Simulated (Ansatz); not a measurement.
# Phonons of Y3GaC (Pm-3m) against volume, part 2 of 2

Does Y3GaC (Pm-3m) expand much on heating, by its phonons?

Ansatz 0.2.0; DFT PBEsol, scalar-relativistic, plane waves, PAW; PAW set soft_1.

So far, highest frequency on the path or at a solved wavevector (cm⁻¹): step 2 (the dispersion) 528; step 4 (phonons at the other volume, volume ratio 0.97) 544.

## 5. Relaxing at another volume, volume ratio 1.03

The volume is scaled by 1.03 and held; symmetry leaves nothing to relax, so this is a single point. The modes can then be followed against volume.

Input file input.yaml:

```yaml
crystal:
  lattice:
    - [4.8538586106, 0.0, 0.0]
    - [0.0, 4.8538586106, 0.0]
    - [0.0, 0.0, 4.8538586106]
  atoms:
    - { symbol: "Y", position: [0.5, 0.0, 0.5] }
    - { symbol: "Y", position: [0.5, 0.5, 0.0] }
    - { symbol: "Y", position: [0.0, 0.5, 0.5] }
    - { symbol: Ga, position: [0.0, 0.0, 0.0] }
    - { symbol: C, position: [0.5, 0.5, 0.5] }
kpoints:
  mp_grid: { grid: [8, 8, 8] }
hamiltonian:
  xc: pbesol
  pseudopotentials: { kind: paw, azcp: { folder: soft_1 }, xc_functional: pbe }
scf:
  occupations: { method: methfessel_paxton, width: 0.2 }
output:
  forces: true
  stress: true
  eigenvalues: true
```

On the command line:

```bash
ansatz run input.yaml --threads 4 --pin off --max-ram 10240MiB --backend cpu --events-out ev --progress --plain --runs-dir out
```

Numbers of over 12 decimals in the logs are rounded to 6 here.

The log of the run:

```text
[...]
Crystal: 5 atoms, lattice volume = 114.357 Å³
Basis set: ecut = 420 eV, 2205 PW (Γ), exchange–correlation on 72×72×72 points (8 copies of the dense FFT grid, shifted against one another)
Bands: 30, of which v1, the nominal top of the filled ones, is band 25 counted from 1 (24 counted from 0)
Symmetry: 48 space group operations
[...]
k-points: 35 of 512
[...]
k-point 0: bands = [... 21 lower, 9.4356, 9.4356, 9.4356, 9.6751, 9.6751, 9.6751, 11.6170, 11.6170, ... 1 higher]
  k-point 1: bands = [... 21 lower, 9.2893, 9.4561, 9.4971, 9.6868, 9.6868, 9.7249, 11.0775, 11.7542, ... 1 higher]
  k-point 2: bands = [... 21 lower, 9.0759, 9.0759, 9.5910, 9.5910, 9.8445, 9.8587, 11.0195, 12.1553, ... 1 higher]
  k-point 34: bands = [... 21 lower, 6.3039, 9.5012, 9.5012, 9.5012, 11.2585, 11.2585, 11.2585, 11.8631, ... 1 higher]
[key lines of the parts left out:]
SCF converged after 10 iterations
Free energy (F): -15377.738158 eV
Fermi energy:    9.643605 eV
P = ⅓ Tr σ = -2.3419 GPa (-23.419 kbar)
```

Run time: 2 s. Hardware: 4 threads of Intel Xeon Platinum 8488C (Sapphire Rapids), shared host; peak memory 0.5 GiB.

This step gave:

```yaml
pressure: -2.342 GPa
volume_per_atom: 22.87 Å³
```

The run ends at a pressure of -2.34 GPa.

## 6. Phonons at the other volume, volume ratio 1.03

The phonons are repeated at this volume on the same k and q meshes.

input.yaml: that of step 5 with these lines changed.

```diff
@@ -19,4 +19,11 @@
 output:
-  forces: true
-  stress: true
   eigenvalues: true
+phonons:
+  method: dfpt
+  qmesh: [2, 2, 2]
+  temperatures: { t_max: 1000, t_step: 50 }
+  qpath:
+    path:
+      - [[0.0, 0.0, 0.0], [0.0, 0.5, 0.0], [0.5, 0.5, 0.0], [0.0, 0.0, 0.0], [0.5, 0.5, 0.5], [0.0, 0.5, 0.0]]
+      - [[0.5, 0.5, 0.5], [0.5, 0.5, 0.0]]
+    npoints: 10
```

The log of the run:

```text
[...]
Crystal: 5 atoms, lattice volume = 114.357 Å³
Basis set: ecut = 420 eV, 2205 PW (Γ), exchange–correlation on 72×72×72 points (8 copies of the dense FFT grid, shifted against one another)
Bands: 30, of which v1, the nominal top of the filled ones, is band 25 counted from 1 (24 counted from 0)
Symmetry: 48 space group operations
k-points: 35 of 512
[...]
k-point 34: bands = [... 21 lower, 6.3039, 9.5012, 9.5012, 9.5012, 11.2585, 11.2585, 11.2585, 11.8630, ... 1 higher]
[...]
ASR residual: 9.329e-5 → 0.000e0 eV/Å²; symmetrization residual: 1.718e-6 eV/Å²
  ASR residual per site (eV/Å²): 1.61e-5 1.61e-5 1.61e-5 9.33e-5 2.51e-5
[...]
--- Phonons (arbitrary-q DFPT): 4 irreducible q on the 2×2×2 mesh ---
[...]
interpolated dispersion: 62 rows × 15 modes
[...]
[key lines of the parts left out:]
SCF converged after 13 iterations
Free energy (F): -15377.738158 eV
Fermi energy:    9.643607 eV
```

It took 3.5 min on 4 threads; peak memory 1.4 GiB.

Numbers from this step:

* sum-rule residual before enforcement: 9.33e-5 eV/Å²
* lowest frequency on the path: -41.19 cm⁻¹
* highest frequency on the path or at a solved wavevector: 511.0 cm⁻¹
* highest optical mode at the zone centre (no LO-TO term): 288.4 cm⁻¹
* lowest optical zone-centre mode: 82.14 cm⁻¹
* lowest mode on the q mesh (acoustic modes at Γ apart): -41.19 cm⁻¹

The highest optical mode at the zone centre (no LO-TO term) is 288.4 cm⁻¹, -1.7 cm⁻¹ against the base run.

## 7. Grüneisen parameters

The Grüneisen parameter of a mode is minus the logarithmic change of its frequency with volume, −d ln ω / d ln V; weighted by heat capacity it gives the expansion.

This step gave:

```
bulk modulus : 83.8 GPa
```

Phonon branches along the path, in cm⁻¹:

| point | branch 1 | branch 2 | branch 3 | branch 4 | branch 12 | branch 13 | branch 14 | branch 15 |
| --- | --- | --- | --- | --- | --- | --- | --- | --- |
| Γ | 0 | 0 | 0 | 86 | 201 | 290 | 290 | 290 |
| halfway | 55 | 55 | 83 | 89 | 215 | 339 | 339 | 424 |
| X | 75 | 75 | 88 | 88 | 223 | 382 | 382 | 528 |
| halfway | 42 | 91 | 91 | 93 | 240 | 389 | 447 | 516 |
| M | -37 | 94 | 102 | 102 | 257 | 396 | 505 | 505 |
| halfway | 53 | 75 | 85 | 91 | 228 | 365 | 435 | 435 |
| Γ | 0 | 0 | 0 | 86 | 201 | 290 | 290 | 290 |
| halfway | 51 | 59 | 59 | 95 | 239 | 444 | 444 | 444 |
| R | -44 | -44 | -44 | 96 | 282 | 516 | 516 | 516 |
| halfway | 30 | 57 | 59 | 95 | 253 | 452 | 453 | 513 |
| X | 75 | 75 | 88 | 88 | 223 | 382 | 382 | 528 |
| jump to R | -44 | -44 | -44 | 96 | 282 | 516 | 516 | 516 |
| halfway | -41 | 44 | 44 | 95 | 268 | 458 | 510 | 510 |
| M | -37 | 94 | 102 | 102 | 257 | 396 | 505 | 505 |

The same for volume x 0.97:

| point | branch 1 | branch 2 | branch 3 | branch 4 | branch 12 | branch 13 | branch 14 | branch 15 |
| --- | --- | --- | --- | --- | --- | --- | --- | --- |
| Γ | 0 | 0 | 0 | 80 | 202 | 293 | 293 | 293 |
| X | 77 | 77 | 93 | 94 | 233 | 400 | 400 | 544 |
| M | -39 | 101 | 106 | 106 | 267 | 420 | 525 | 525 |
| Γ | 0 | 0 | 0 | 80 | 202 | 293 | 293 | 293 |
| R | -47 | -47 | -47 | 102 | 293 | 535 | 535 | 535 |
| X | 77 | 77 | 93 | 94 | 233 | 400 | 400 | 544 |
| R | -47 | -47 | -47 | 102 | 293 | 535 | 535 | 535 |
| M | -39 | 101 | 106 | 106 | 267 | 420 | 525 | 525 |

The same for volume x 1.03:

| point | branch 1 | branch 2 | branch 3 | branch 4 | branch 12 | branch 13 | branch 14 | branch 15 |
| --- | --- | --- | --- | --- | --- | --- | --- | --- |
| Γ | 0 | 0 | 0 | 82 | 197 | 288 | 288 | 288 |
| X | 74 | 74 | 82 | 82 | 213 | 366 | 366 | 511 |
| M | -36 | 87 | 95 | 95 | 247 | 375 | 486 | 486 |
| Γ | 0 | 0 | 0 | 82 | 197 | 288 | 288 | 288 |
| R | -41 | -41 | -41 | 90 | 270 | 497 | 497 | 497 |
| X | 74 | 74 | 82 | 82 | 213 | 366 | 366 | 511 |
| R | -41 | -41 | -41 | 90 | 270 | 497 | 497 | 497 |
| M | -36 | 87 | 95 | 95 | 247 | 375 | 486 | 486 |

## 8. What came out

```yaml
bulk_modulus: 83.8 GPa
```

**Reading.** No expansion is given, because modes are imaginary at one volume or more. The highest optical mode at Γ goes from 293 to 288 cm⁻¹ as the cell grows, a Grüneisen parameter of 0.29. Branches are matched by rank, so values near crossings are rough. With no gap, or one that is small against the smearing, the frequencies hang on the k mesh and the smearing, most of all near Kohn anomalies. The PAW files were made for PBE and serve the other functionals too.

[Logs are printed without paths, hosts, clocks, repeated set-up lines and the standing remarks that a program may print on its own settings, such as how far it seeks lower states.]

[Hosts, paths, dates, database ids (printed as entryN), source tags and the programs' standing remarks are cut or masked in the printed files.]
